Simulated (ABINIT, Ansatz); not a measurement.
## ZrB2 (P6/mmm): zone-centre phonons

Which modes does ZrB2 (P6/mmm) have at the zone centre?

Method: DFT LDA, scalar-relativistic, plane waves, JTH PAW pseudopotentials, in ABINIT 10.8.3.

This is a report of a sequence of runs, with most program output left out.

### Step 1. The starting structure

Symmetry: P6/mmm, No. 191, hexagonal system. The conventional cell has a = 3.170 Å, b = 3.170 Å, c = 3.533 Å, α = 90.00°, β = 90.00°, γ = 120.00°. Nearest to Zr lie 12 B at 2.54 Å. B has 3 B at 1.83 Å and 6 Zr at 2.54 Å nearest. Farther neighbours are not listed.

### Step 2. A first look

A first run with smearing and empty bands tells whether the crystal has a gap, which decides between fixed occupations and smearing later on.

The input, probe.abi:

```
# ground state
tolvrs 1.0d-08
prtden 1
prtwf 1

# basis, mesh and filling
ecut 18.0
pawecutdg 36.0
ngkpt 6 6 6
nshiftk 1
shiftk 0.0 0.0 0.0
istwfk *1
occopt 7
tsmear 0.005
nband 15
nstep 100
diemac 9.0
prtebands 0
prtgsr 0

# cell and atoms
acell 3*1.0 Angstrom
rprim 
    3.17 0.0 0.0
    -1.585 2.74530053 0.0
    0.0 0.0 3.533
ntypat 2
znucl 40 5
natom 3
typat 1 2 2
xred 
    0.0 0.0 0.0
    1/3 2/3 0.5
    2/3 1/3 0.5
pp_dirpath "./pseudo"
pseudos "Zr.xml, B.xml"
```

Run with:

```sh
> OMP_NUM_THREADS=1 mpirun -n 4 abinit probe.abi > probe.log
```

Run time: 4.8 s. Hardware: 4 MPI ranks of Arm Neoverse V1, shared host.

Numbers from this step:

| Property | Result |
| --- | --- |
| volume per atom | 10.25 Å³ |
| pressure | -8.803 GPa |
| gap on the k-mesh | 0 eV |

No gap opens on this mesh, so smearing is kept; the printed pressure holds the stress of the finite basis too.

### Step 3. Relaxation

The harmonic expansion needs vanishing forces, and a free crystal bears no stress, so cell and atoms are brought to rest. Stress is more sensitive to the basis than forces are: the last 3 Ha under the cutoff are smoothed with ecutsm, and the cutoff is raised above that of the later runs.

The input, relax.abi:

```
# relaxation
ionmov 2
optcell 2
dilatmx 1.08
ntime 40
tolmxf 1.0d-05
tolvrs 1.0d-14
prtwf 0
prtden 0
chksymtnons 0

# basis, mesh and filling
ecut 24.0
ecutsm 3.0
pawecutdg 48.0
ngkpt 15 15 10
nshiftk 1
shiftk 0.0 0.0 0.0
istwfk *1
occopt 6
tsmear 0.01
nband 15
nstep 100
diemac 1000000.0
prtebands 0
prtgsr 0

# cell and atoms
acell 3*1.0 Angstrom
rprim 
    3.17 0.0 0.0
    -1.585 2.74530053 0.0
    0.0 0.0 3.533
ntypat 2
znucl 40 5
natom 3
typat 1 2 2
xred 
    0.0 0.0 0.0
    1/3 2/3 0.5
    2/3 1/3 0.5
pp_dirpath "./pseudo"
pseudos "Zr.xml, B.xml"
```

Run with:

```sh
> OMP_NUM_THREADS=1 mpirun -n 4 abinit relax.abi > relax.log
```

The job ended after 3.3 min (4 MPI ranks; 13 min of CPU time).

The steps of the relaxation:

| step | energy less that of the first step (eV) | largest force (eV/Å) | volume (Å³) |
| --- | --- | --- | --- |
| 1 | 0.0000 | 0.0000 | 30.75 |
| 2 | -0.0296 | 0.0000 | 29.92 |
| 3 | -0.0317 | 0.0000 | 29.63 |
| 4 | -0.0317 | 0.0000 | 29.64 |
| 5 | -0.0317 | 0.0000 | 29.64 |
| 6 | -0.0317 | 0.0000 | 29.64 |
| 7 | -0.0317 | 0.0000 | 29.64 |

| conventional cell, symmetrised | before | after | change |
| --- | --- | --- | --- |
| a (Å) | 3.170 | 3.133 | -1.2 % |
| b (Å) | 3.170 | 3.133 | -1.2 % |
| c (Å) | 3.533 | 3.487 | -1.3 % |
| volume (Å³/atom) | 10.25 | 9.88 | -3.6 % |

Final coordinates:

```
Zr B
1.0
     3.13309    0.00000    0.00000
    -1.56655    2.71334    0.00000
     0.00000    0.00000    3.48652
Zr B
1 2
Direct
  0.00000 0.00000 0.00000
  0.33333 0.66667 0.50000
  0.66667 0.33333 0.50000
```

Read from the output:

```yaml
volume_per_atom: 9.880 Å³
pressure: -1.05e-4 GPa
```

The volume changes by -3.6 % in this run and stands -3.6 % from the first cell.

### Step 4. Ground state

First-order wavefunctions inherit every error of the ground state, hence the very tight tolvrs. Smearing stays on, as the first look found no gap above 0.3 eV.

The input, gs.abi:

```
# ground state
tolvrs 1.0d-16
prtden 1
prtwf 1

# basis, mesh and filling
ecut 18.0
pawecutdg 36.0
ngkpt 15 15 12
nshiftk 1
shiftk 0.0 0.0 0.0
istwfk *1
occopt 6
tsmear 0.01
nband 15
nstep 100
diemac 1000000.0
prtebands 0
prtgsr 0

# cell and atoms
acell 3*1.0 Angstrom
rprim 
    3.133091968 0.0 0.0
    -1.566545984 2.713337237 0.0
    0.0 0.0 3.486523764
ntypat 2
znucl 40 5
natom 3
typat 1 2 2
xred 
    0.0 0.0 0.0
    1/3 2/3 0.5
    2/3 1/3 0.5
pp_dirpath "./pseudo"
pseudos "Zr.xml, B.xml"
```

Run with:

```sh
> OMP_NUM_THREADS=1 mpirun -n 4 abinit gs.abi > gs.log
```

It took 30 s on 4 MPI ranks; 2 min of CPU time.

This step gave:

```
pressure : -0.1498 GPa
```

The cell stands at -0.15 GPa: the relaxation ran with a smoothed and higher cutoff and on another k mesh.

### Step 5. Zone-centre response

At q = 0 one unit cell holds all displacements. The response is solved for single atoms along the cell's directions, and symmetry skips those that follow from others. The crystal is treated as a metal, which screens a static field, so no field response is asked.

The input, dfpt_gamma.abi:

```

# common to the responses
getwfk_filepath "gso_WFK"
kptopt 2
nqpt 1
qpt 0.0 0.0 0.0
asr 0
chneut 0

# displacements
rfphon 1
rfatpol 1 3
rfdir 1 1 1
tolvrs 1.0d-10
prtwf 0

# basis, mesh and filling
ecut 18.0
pawecutdg 36.0
ngkpt 15 15 12
nshiftk 1
shiftk 0.0 0.0 0.0
istwfk *1
occopt 6
tsmear 0.01
nband 15
nstep 100
diemac 1000000.0
prtebands 0
prtgsr 0

# cell and atoms
acell 3*1.0 Angstrom
rprim 
    3.133091968 0.0 0.0
    -1.566545984 2.713337237 0.0
    0.0 0.0 3.486523764
ntypat 2
znucl 40 5
natom 3
typat 1 2 2
xred 
    0.0 0.0 0.0
    1/3 2/3 0.5
    2/3 1/3 0.5
pp_dirpath "./pseudo"
pseudos "Zr.xml, B.xml"
```

Run with:

```sh
> OMP_NUM_THREADS=1 mpirun -n 4 abinit dfpt_gamma.abi > dfpt_gamma.log
```

The job ended after 3.8 min (4 MPI ranks; 15 min of CPU time).

This step gave:

- largest acoustic frequency at the zone centre before the sum rule: 4.21 cm⁻¹
- highest optical zone-centre mode (no LO-TO term): 797.6 cm⁻¹
- lowest optical zone-centre mode: 468.6 cm⁻¹

The acoustic modes at Γ come out as far as 4.2 cm⁻¹ from zero, where they should vanish, a small numerical error.

### Step 6. Zone-centre analysis

anaddb reads the merged derivatives and imposes the acoustic sum rule.

The input, anaddb.abi:

```
ddb_filepath "gamma_DDB"
output_file "anaddb.abo"
outdata_prefix "anaddb"
asr 1
chneut 1
enunit 2
eivec 1
nph1l 1
qph1l 0.0 0.0 0.0 1.0
```

The input, mrgddb.in:

```
gamma_DDB
merged
1
dfpt_gammao_DDB
```

Run with:

```sh
> mrgddb < mrgddb.in > mrgddb.log
> OMP_NUM_THREADS=1 anaddb anaddb.abi > anaddb.log
```

Run time: 0.51 s. Hardware: 1 thread.

Numbers from this step:

| Item | Value |
| --- | --- |
| highest optical zone-centre mode (no LO-TO term) | 797.5 cm⁻¹ |
| lowest optical zone-centre mode | 468.5 cm⁻¹ |

No LO-TO term; unit eigenvectors of the mass-weighted matrix, from anaddb's displacements. The modes at Γ (shares of kinetic energy by element, %):

| mode | frequency (cm⁻¹) | Zr % | B % |
| --- | --- | --- | --- |
| 1 | 0.0 | 81 | 19 |
| 2 | 0.0 | 81 | 19 |
| 3 | 0.0 | 81 | 19 |
| 4 | 468.5 | 19 | 81 |
| 5 | 468.5 | 19 | 81 |
| 6 | 489.4 | 19 | 81 |
| 7 | 581.0 | 0 | 100 |
| 8 | 797.5 | 0 | 100 |
| 9 | 797.5 | 0 | 100 |

Displacements in mode 4 (468.5 cm⁻¹), the largest set to 1:
```
Zr1  0.00  0.24  0.00
B2   0.00 -1.00  0.00
B3   0.00 -1.00  0.00
```

Displacements in mode 7 (581.0 cm⁻¹), the largest set to 1:
```
Zr1  0.00  0.00  0.00
B2   0.00  0.00  1.00
B3   0.00  0.00 -1.00
```

The rule moves no optical mode by more than 0.1 cm⁻¹.

### Step 7. The same in Ansatz

The same cell goes through another code, with its own cutoff. The potentials differ.

This step: DFT LDA, scalar-relativistic, plane waves, PAW (Ansatz 0.2.0).

The input, input.yaml:

```yaml
crystal:
  lattice:
    - [3.1330919682, 0.0, 0.0]
    - [-1.5665459841, 2.7133372368, 0.0]
    - [0.0, 0.0, 3.4865237644]
  atoms:
    - { symbol: Zr, position: [0.0, 0.0, 0.0] }
    - { symbol: B, position: [0.3333333333, 0.6666666667, 0.5] }
    - { symbol: B, position: [0.6666666667, 0.3333333333, 0.5] }
kpoints:
  mp_grid: { grid: [15, 15, 12] }
hamiltonian:
  xc: lda
scf:
  occupations: { method: methfessel_paxton, width: 0.27211 }
output:
  eigenvalues: true
phonons:
  method: dfpt
```

Run with:

```sh
> ansatz run input.yaml --threads 4 --pin off --max-ram 16384MiB --backend cpu --events-out ev --progress --plain --runs-dir out
```

It took 20 s on 4 threads; peak memory 0.91 GiB.

Read from the output:

| Property | Result |
| --- | --- |
| sum-rule residual before enforcement | 2.16e-5 eV/Å² |
| highest optical zone-centre mode (no LO-TO term) | 796.2 cm⁻¹ |
| lowest optical zone-centre mode | 468.1 cm⁻¹ |

### Step 8. The two compared: ABINIT JTH and Ansatz, PAW

Numbers from this step:

| Property | Result |
| --- | --- |
| root-mean-square difference | 0.89 cm⁻¹ |
| largest difference | 1.38 cm⁻¹ |

Frequencies side by side, by row:

| q (reciprocal lattice) | mode | ABINIT JTH (cm⁻¹) | Ansatz, PAW (cm⁻¹) |
| --- | --- | --- | --- |
| 0 0 0 | 1 | 0 | 0 |
| 0 0 0 | 2 | 0 | 0 |
| 0 0 0 | 3 | 0 | 0 |
| 0 0 0 | 4 | 468.5 | 468.1 |
| 0 0 0 | 5 | 468.5 | 468.1 |
| 0 0 0 | 6 | 489.4 | 488.7 |
| 0 0 0 | 7 | 581 | 580.8 |
| 0 0 0 | 8 | 797.5 | 796.2 |
| 0 0 0 | 9 | 797.5 | 796.2 |

At the zone centre the largest difference (acoustic modes at Γ apart) is 0.2 % of the highest mode.

### Step 9. Outcome

```yaml
space_group_after_relaxation: P6/mmm
volume_per_atom: 9.88 Å³
highest_optical_zone_centre_mode_no_lo_to_term: 797.5 cm⁻¹
lowest_optical_zone_centre_mode: 468.5 cm⁻¹
imaginary_optical_modes_at_the_zone_centre_no_q_mesh_in_this_session: none
largest_difference_from_ansatz_paw: 1.38 cm⁻¹
```

**Reading.** At the LDA level the optical modes of ZrB2 (P6/mmm) at the zone centre run from 469 to 798 cm⁻¹. ABINIT JTH and Ansatz, PAW differ by 0.9 cm⁻¹ in the root mean square and by 1.4 cm⁻¹ at most, 0.2 % of the highest mode compared (acoustic modes at Γ left out); the two use different potentials, and the cell was not relaxed for the second set. These are harmonic frequencies at zero temperature: anharmonic shifts and linewidths and thermal expansion are left out. In a metal the frequencies hang on the k mesh and the smearing, most of all near Kohn anomalies.

[Host names and launcher messages were left out of these logs when they were recorded.]

[Logs are printed without paths, hosts, clocks, repeated set-up lines and the standing remarks that a program may print on its own settings, such as how far it seeks lower states.]

[Hosts, paths, dates, database ids (printed as entryN), source tags and the programs' standing remarks are cut or masked in the printed files.]
